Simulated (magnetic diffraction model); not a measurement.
**Moment size from magnetic intensity in ZnCr2Te4**

Space group Cm (no. 8), a = 12.3390 Å, b = 3.6690 Å, c = 6.3390 Å, β = 119.93°.

```
site  atom       x    y       z
  2a    Te  0.8681  1/2  0.0446
  2a    Te  0.6415    0  0.9715
  2a    Te  0.6150  1/2  0.4468
  2a    Te  0.8776    0  0.5360
  2a    Zn  0.7399    0  0.7148
  2a    Cr  0.7589  1/2  0.2773
  2a    Cr  0.9985    0  0.0064
```

This is a made-up structure (elements placed in a structure type, unrelaxed), so the numbers test the method and describe no known phase.

Only Cr is taken to order (form factors of Cr2+); orders and moment sizes are assumed, and not adapted to the symmetry. Radiation: neutrons of λ = 2.36 Å, 3° to 50°; isotropic B of 0.43 Å² (Te), 0.53 Å² (Zn) and 0.6 Å² (Cr). Simulated constant-wavelength pattern: nuclear and magnetic terms add, the magnetic one as |2.695 fm × Σ f S⊥ exp(2πi Q·r) exp(−B s²)|², summed over all Q at one angle with the factor 1/(sin²θ cos θ). For collinear order S is the moment m, which repeats by lattice and centring translations R with the sign exp(−2πi k·R). Free-ion form factors, Sears's scattering lengths of 1992, no absorption; a label names one of the reflections at its angle. The strongest nuclear line in the range is 100, and lines under 0.2 are left out.

In a first state the assumed order is k = (1 0 0), collinear moments along [110], 2.15 μB on Cr; signs + at (0.7589, 1/2, 0.2773), + at (0.9985, 0, 0.0064), with this pattern:

```tsv
2θ (°)	index	nuclear	magnetic
12.67	(1 0 0)	0.0	202.6
21.46	(1 0 -1)	0.0	0.3
24.81	(0 0 1)	10.5	0.0
25.19	(2 0 -1)	27.6	0.0
25.50	(2 0 0)	100.0	0.0
33.27	(1 0 1)	0.0	121.4
33.85	(3 0 -1)	0.0	14.1
38.66	(3 0 0)	0.0	11.4
39.76	(1 1 0)	47.2	0.0
43.63	(1 1 -1)	3.7	0.0
43.72	(2 0 -2)	0.5	0.0
44.30	(2 0 1)	15.6	0.0
44.98	(4 0 -1)	25.7	0.0
45.48	(1 0 -2)	0.0	32.5
45.50	(0 1 1)	0.0	61.3
45.73	(2 1 -1)	0.0	40.8
```
(The table stops after 16 lines; 2 more lie at higher angle.)

**Question.** Nearer the ordering temperature the line at 12.67° has total intensity 17.9 on the same scale, and all moments have shrunk alike. How large is the Cr moment?

The nuclear part, 0.0, stays, so the magnetic part is 17.9 against 202.6. It goes as m², so m = 2.15 × √(17.9/202.6) = 0.64 μB; the value used was 0.64 μB.

[Logs are printed without paths, hosts, clocks, repeated set-up lines and the standing remarks that a program may print on its own settings, such as how far it seeks lower states.]
